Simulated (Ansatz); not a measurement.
# V(100) with 4 thermally displaced layers, 2x2: scattering by thermal displacements

Wanted: the phonon-limited resistivity of V at 500 K by the Landauer route.

Program: Ansatz 0.2.0. Level of theory: Ansatz plane-wave DFT, PBE, PAW files; ballistic transport by layer matching (Landauer), zero bias; PAW set soft_1. Results are calculated unless marked as measured.

Report form: the programs' logs are mostly left out.

**1. The structure**

The cell holds 56 atoms: 56 V. Cell: a = 6.052 Å, b = 6.052 Å, c = 21.182 Å, α = 90.0°, β = 90.0°, γ = 90.0°. It derives from V. Regions: lead, 40 atoms (40 V); scattering region, 16 atoms (16 V). The structure is stacked along c, and the current runs across the ab planes.

**2. With 4 displaced layers**

Each atom of 4 layers is moved at random, by amounts drawn from a normal law 0.1002 Å wide in each direction from the Debye model (380 K) at 500 K. The layers about the cell's end stay perfect and serve as the lead. Disorder leaves little or no symmetry, which makes such runs dear. Energies from -0.05 to 0.05 eV in steps of 0.05 eV are too few for the program's thermal sum, so it prints no conductance; for a metal the transmission near the Fermi level serves, at a fraction of the cost.

File input.yaml:

```yaml
crystal:
  lattice:
    - [6.052, 0.0, 0.0]
    - [0.0, 6.052, 0.0]
    - [0.0, 0.0, 21.182]
  atoms:
    - { symbol: V, position: [0.0, 0.0, 0.0357142857] }
    - { symbol: V, position: [0.0, 0.5, 0.0357142857] }
    - { symbol: V, position: [0.5, 0.0, 0.0357142857] }
    - { symbol: V, position: [0.5, 0.5, 0.0357142857] }
    - { symbol: V, position: [0.25, 0.25, 0.1071428571] }
    - { symbol: V, position: [0.25, 0.75, 0.1071428571] }
    - { symbol: V, position: [0.75, 0.25, 0.1071428571] }
    - { symbol: V, position: [0.75, 0.75, 0.1071428571] }
[... 44 atom lines left out ...]
    - { symbol: V, position: [0.25, 0.25, 0.9642857143] }
    - { symbol: V, position: [0.25, 0.75, 0.9642857143] }
    - { symbol: V, position: [0.75, 0.25, 0.9642857143] }
    - { symbol: V, position: [0.75, 0.75, 0.9642857143] }
kpoints:
  mp_grid: { grid: [4, 4, 1] }
hamiltonian:
  xc: pbe
  pseudopotentials: { kind: paw, azcp: { folder: soft_1 } }
scf:
  occupations: { method: fermi_dirac, width: 0.1 }
output:
  transmission: { leads: [[0, 4]], kmesh: [8, 8], e_range: [-0.05, 0.05], de: 0.05 }
  write_potential: true
  write_density: true
  volumetric_format: npy
  elf: true
```

Started as:

```console
ansatz run input.yaml --threads 4 --pin off --max-ram 15360MiB --backend cpu --events-out ev --progress --plain --runs-dir out
```

Wall time 15 min (4 threads of Arm Neoverse V1, shared host); peak memory 6.7 GiB.

This run has no spin polarisation, although V can carry a moment.

This step gave:

```yaml
free_energy: -163095.1712 eV
energy_at_zero_smearing: -163093.5539 eV
fermi_energy: 16.06 eV
cell_area: 36.63 Å²
transmission_per_spin_nearest_the_fermi_level: 6.371
open_channels_per_spin_nearest_the_fermi_level: 10.05
step_of_the_lead_s_potential: 2.8 meV
```

Per spin. Transmission, zone mean against energy, zero at the Fermi level:

```csv
energy (eV),"transmission, zone mean"
-0.0500,6.50
0.0000,6.37
0.0500,6.03
```

Per spin. Table of open channels, zone mean, lead by energy, zero at the Fermi level:

```csv
energy (eV),"open channels, zone mean, lead"
-0.0500,10.5
0.0000,10.0
0.0500,9.42
```

Transmission over k1 and k2. At 0.0000 eV from the Fermi level.

Ten even steps from '_' (1.64) to '@' (9.75):
```
::..==######--__
__==**%%@@%%**--
::**%%%%@@%%@@**
++**@@@@@@@@@@**
::**@@%%@@%%%%**
__--**%%@@%%**==
::__--######==..
..::..::++::..::
```
Columns: k1 (b1) from -0.5 to 0.375; rows upwards: k2 (b2) from -0.5 to 0.375.

Open channels over k1 and k2. At 0.0000 eV from the Fermi level.

Ten even steps from '_' (4.0) to '@' (14.0):
```
::__++%%%%%%++__
::++%%@@@@@@%%++
::%%@@######@@%%
**%%@@######@@%%
::%%@@######@@%%
::++%%@@@@@@%%++
::__++%%%%%%++__
__::::::**::::::
```
Columns: k1 (b1) from -0.5 to 0.375; rows upwards: k2 (b2) from -0.5 to 0.375.

ELF in the ca plane at fractional y = 0.000, with atoms of V within 0.2 Å of it. It is the smooth field of the valence electrons, not physical close to the nuclei.

Ten even steps from '0' (0.15) to '9' (0.71), each cell a mean:
```
30699703404998123069981152079960321799603305
51245215621453045048861264036621551255115511
64100146652000366312212565310014664100146642
56544565566434666642136655653366556544665566
55311355564212456652135655420136655311455554
62111125631110145312211464124312662111136630
40488504513786124128872152179940441588404403
20799702305998213049993041189960321799702306
30699703404998125138982152069840421699603305
51245215621453146303430364012202641255215511
64100146652001366520002565410135554100246642
56544565566435665555455555654566556544665566
55421355564213565554455555532245555312455554
62011025631110156410002455200003662011026630
40488504513886135214420363047730540588404403
20799702305998213059971151179970321799702306
```
Columns run along c (16.0 Å, from fractional 0.12 to 0.88 of the cell), rows up along a (6.1 Å). Atoms in or near the plane, at fractional coordinates: V at (0.18, 0.00), V at (0.18, 0.50), V at (0.32, 0.00), V at (0.32, 0.50), V at (0.46, 0.96), V at (0.46, 0.51), V at (0.61, 0.99), V at (0.61, 0.52), V at (0.75, 0.00), V at (0.75, 0.50).

Electrostatic potential energy in the ca plane at fractional y = 0.000, with atoms of V within 0.2 Å of it. With pseudopotentials it is smooth inside the atoms' cores, unlike the true potential.

Values in eV, 9 rows by 16 columns, each cell a mean:
```
  6 -21   8   5 -21   8  -4 -22  10   6 -22   5   4 -21   9   4
 16  10  17  16  10  17  11   0  16  16   7  16  16  10  17  16
 17  14  17  17  14  17  17  12  17  16  10  16  17  14  17  17
  9 -16  10   8 -16  10   7 -17  10   6 -21   8   7 -16  11   7
  1 -23   4   1 -23   4   1 -23   6   3 -23   5   0 -23   6   0
 12  -7  13  12  -7  14  12  -4  14  14   1  15  11  -7  14  11
 17  16  18  17  16  18  18  17  18  18  18  18  17  16  18  17
 14   1  15  14   1  15  16  12  17  16   4  15  14   1  15  14
  3 -23   5   2 -23   5   1 -19  13   6 -23   4   1 -23   7   1
```
Columns run along c (16.0 Å, from fractional 0.12 to 0.88 of the cell; values clipped at the 3rd and 97th percentile), rows up along a (6.1 Å). Atoms in or near the plane, at fractional coordinates: V at (0.18, 0.00), V at (0.18, 0.50), V at (0.32, 0.00), V at (0.32, 0.50), V at (0.46, 0.96), V at (0.46, 0.51), V at (0.61, 0.99), V at (0.61, 0.52), V at (0.75, 0.00), V at (0.75, 0.50).

Valence density in the ca plane at fractional y = 0.000, with atoms of V within 0.2 Å of it. It is the smooth field of the valence electrons, not physical close to the nuclei.

Ten even steps from '0' (0 e/Å³) to '9' (15 e/Å³), each cell a mean:
```
00266200001573000028930000027720000266100001
00011000000110000013410000002200000011000000
00000000000000000000000000000000000000000000
00000000000000000000000000000000000000000000
00000000000000000000000000000000000000000000
00000000000000000000000000001100000000000000
00133100000341000003420000026510000133100000
00288300001794000016951000049720000388200002
00266200001573000004630000024310000266100001
00011000000110000000100000000000000011000000
00000000000000000000000000000000000000000000
00000000000000000000000000000000000000000000
00000000000000000000000000000000000000000000
00000000000000000000000000000000000000000000
00133100000341000001100000012200000133100000
00289300001794000015620000038720000398200002
```
Columns run along c (16.0 Å, from fractional 0.12 to 0.88 of the cell), rows up along a (6.1 Å). Atoms in or near the plane, at fractional coordinates: V at (0.18, 0.00), V at (0.18, 0.50), V at (0.32, 0.00), V at (0.32, 0.50), V at (0.46, 0.96), V at (0.46, 0.51), V at (0.61, 0.99), V at (0.61, 0.52), V at (0.75, 0.00), V at (0.75, 0.50).

Over the solved energies the transmission per spin lies between 6.03 and 6.50, out of 9.98 channels of the lead on average (up to 10.5).

**3. With 8 displaced layers**

Each atom of 8 layers is moved at random, by amounts drawn from a normal law 0.1002 Å wide in each direction from the Debye model (380 K) at 500 K. A fresh draw is used; the growth of the resistance with length is what counts.

System of this step: V(100) with 8 thermally displaced layers, 2x2. The cell holds 72 atoms: 72 V. Its edges and angles: a = 6.052 Å, b = 6.052 Å, c = 27.234 Å, α = 90.0°, β = 90.0°, γ = 90.0°. It derives from V. Regions: lead, 40 atoms (40 V); scattering region, 32 atoms (32 V). The structure is stacked along c, and the current runs across the ab planes.

File input.yaml:

```yaml
crystal:
  lattice:
    - [6.052, 0.0, 0.0]
    - [0.0, 6.052, 0.0]
    - [0.0, 0.0, 27.234]
  atoms:
    - { symbol: V, position: [0.0, 0.0, 0.0277777778] }
    - { symbol: V, position: [0.0, 0.5, 0.0277777778] }
    - { symbol: V, position: [0.5, 0.0, 0.0277777778] }
    - { symbol: V, position: [0.5, 0.5, 0.0277777778] }
    - { symbol: V, position: [0.25, 0.25, 0.0833333333] }
    - { symbol: V, position: [0.25, 0.75, 0.0833333333] }
    - { symbol: V, position: [0.75, 0.25, 0.0833333333] }
    - { symbol: V, position: [0.75, 0.75, 0.0833333333] }
[... 60 atom lines left out ...]
    - { symbol: V, position: [0.25, 0.25, 0.9722222222] }
    - { symbol: V, position: [0.25, 0.75, 0.9722222222] }
    - { symbol: V, position: [0.75, 0.25, 0.9722222222] }
    - { symbol: V, position: [0.75, 0.75, 0.9722222222] }
kpoints:
  mp_grid: { grid: [4, 4, 1] }
hamiltonian:
  xc: pbe
  pseudopotentials: { kind: paw, azcp: { folder: soft_1 } }
scf:
  occupations: { method: fermi_dirac, width: 0.1 }
output:
  transmission: { leads: [[0, 4]], kmesh: [8, 8], e_range: [-0.05, 0.05], de: 0.05 }
  write_potential: true
  write_density: true
  volumetric_format: npy
```

Wall time 21 min (4 threads); peak memory 9.5 GiB; 71 min of CPU time.

Numbers from this step:

```
free energy                                   : -209692.5206 eV
energy at zero smearing                       : -209690.5326 eV
Fermi energy                                  : 16.08 eV
transmission per spin nearest the Fermi level : 4.761
step of the lead's potential                  : 1.2 meV
```

Per spin. Transmission, zone mean against energy, zero at the Fermi level:

```csv
energy (eV),"transmission, zone mean"
-0.0500,4.90
0.0000,4.76
0.0500,4.45
```

Over the solved energies the transmission per spin lies between 4.45 and 4.90, out of 9.90 channels of the lead on average (up to 10.4).

**4. With 12 displaced layers**

Each atom of 12 layers is moved at random, by amounts drawn from a normal law 0.1002 Å wide in each direction from the Debye model (380 K) at 500 K. A fresh draw is used; the growth of the resistance with length is what counts.

System of this step: V(100) with 12 thermally displaced layers, 2x2. The cell holds 88 atoms: 88 V. Its edges and angles: a = 6.052 Å, b = 6.052 Å, c = 33.286 Å, α = 90.0°, β = 90.0°, γ = 90.0°. It derives from V. Regions: lead, 40 atoms (40 V); scattering region, 48 atoms (48 V). The structure is stacked along c, and the current runs across the ab planes.

File input.yaml:

```yaml
crystal:
  lattice:
    - [6.052, 0.0, 0.0]
    - [0.0, 6.052, 0.0]
    - [0.0, 0.0, 33.286]
  atoms:
    - { symbol: V, position: [0.0, 0.0, 0.0227272727] }
    - { symbol: V, position: [0.0, 0.5, 0.0227272727] }
    - { symbol: V, position: [0.5, 0.0, 0.0227272727] }
    - { symbol: V, position: [0.5, 0.5, 0.0227272727] }
    - { symbol: V, position: [0.25, 0.25, 0.0681818182] }
    - { symbol: V, position: [0.25, 0.75, 0.0681818182] }
    - { symbol: V, position: [0.75, 0.25, 0.0681818182] }
    - { symbol: V, position: [0.75, 0.75, 0.0681818182] }
[... 76 atom lines left out ...]
    - { symbol: V, position: [0.25, 0.25, 0.9772727273] }
    - { symbol: V, position: [0.25, 0.75, 0.9772727273] }
    - { symbol: V, position: [0.75, 0.25, 0.9772727273] }
    - { symbol: V, position: [0.75, 0.75, 0.9772727273] }
kpoints:
  mp_grid: { grid: [4, 4, 1] }
hamiltonian:
  xc: pbe
  pseudopotentials: { kind: paw, azcp: { folder: soft_1 } }
scf:
  occupations: { method: fermi_dirac, width: 0.1 }
output:
  transmission: { leads: [[0, 4]], kmesh: [8, 8], e_range: [-0.05, 0.05], de: 0.05 }
  write_potential: true
  write_density: true
  volumetric_format: npy
```

Elapsed: 32 min, on 4 threads; peak memory 7.2 GiB.

Numbers from this step:

```
free energy                                   : -256288.4838 eV
energy at zero smearing                       : -256286.0644 eV
Fermi energy                                  : 16.09 eV
transmission per spin nearest the Fermi level : 3.507
step of the lead's potential                  : 3.6 meV
```

Per spin. Table of transmission, zone mean by energy, zero at the Fermi level:

```csv
energy (eV),"transmission, zone mean"
-0.0500,3.56
0.0000,3.51
0.0500,3.38
```

Over the solved energies the transmission per spin lies between 3.38 and 3.56, out of 9.90 channels of the lead on average (up to 10.4).

**5. Resistance against length**

This step: Ansatz plane-wave DFT, PBE, PAW files; ballistic transport by layer matching (Landauer), zero bias; resistivity from the slope of the area resistance; PAW set soft_1 (Ansatz 0.2.0).

This step gave:

| Item | Value |
| --- | --- |
| resistivity | 49.84 µΩ cm |
| intercept | -0.04185 fΩ m² |
| scatter about the fit | 0.02414 fΩ m² |

Resistance, by row:

```csv
run,length (Å),T,channels N,RA (fΩ m²)
n4,6.052,6.3,9.984,0.2769
n8,12.1,4.705,9.901,0.5273
n12,18.16,3.482,9.901,0.8801
```

Table of area resistance by length of the displaced region:

```csv
length of the displaced region (Å),area resistance (fΩ m²)
6.05,0.277
12.10,0.527
18.16,0.880
```

The area resistance goes from 0.28 to 0.88 fΩ m² between 6.1 and 18.2 Å, a slope of 50 µΩ cm.

By hand from the end points: (0.8801 − 0.2769) fΩ m² / (18.16 − 6.05) Å = 50 µΩ cm, since 1 fΩ m² per Å is 1000 µΩ cm.

**6. What came out**

```yaml
resistivity_from_the_slope: 49.8 µΩ cm
area_resistance_over_6p05_a: 0.277 fΩ m²
area_resistance_over_12p1_a: 0.527 fΩ m²
area_resistance_over_18p2_a: 0.880 fΩ m²
```

In words: The slope gives 50 µΩ cm. The points scatter by 0.024 fΩ m² about the line, with one random draw a length in a 2x2 cell, so the slope is a rough value. The mean square of the displacements drawn is 0.78, 0.99 and 1.2 of the nominal one at the three lengths; with each resistance scaled back by that, the slope is 32 µΩ cm, the value used below. Read with a model of isotropic scattering on a spherical Fermi surface and the lead's 2.1×10¹⁵ S/m², this slope means a mean free path near 11 Å; over these lengths the model's slope is within 3 % of its bulk resistivity. Uncorrelated displacements put too much weight on short waves, which scatter strongly; with the sideways repeat of a small cell, one draw and three short lengths, the method is good to a factor of two or three. The measured value is 34.8 µΩ cm (CRC Handbook of Chemistry and Physics, 84th ed., 2003, Electrical Resistivity of Pure Metals); the scaled slope is 0.93 times that: fair for so small a cell.

[Logs are printed without paths, hosts, clocks, repeated set-up lines and the standing remarks that a program may print on its own settings, such as how far it seeks lower states.]

[Hosts, paths, dates, database ids (printed as entryN), source tags and the programs' standing remarks are cut or masked in the printed files.]
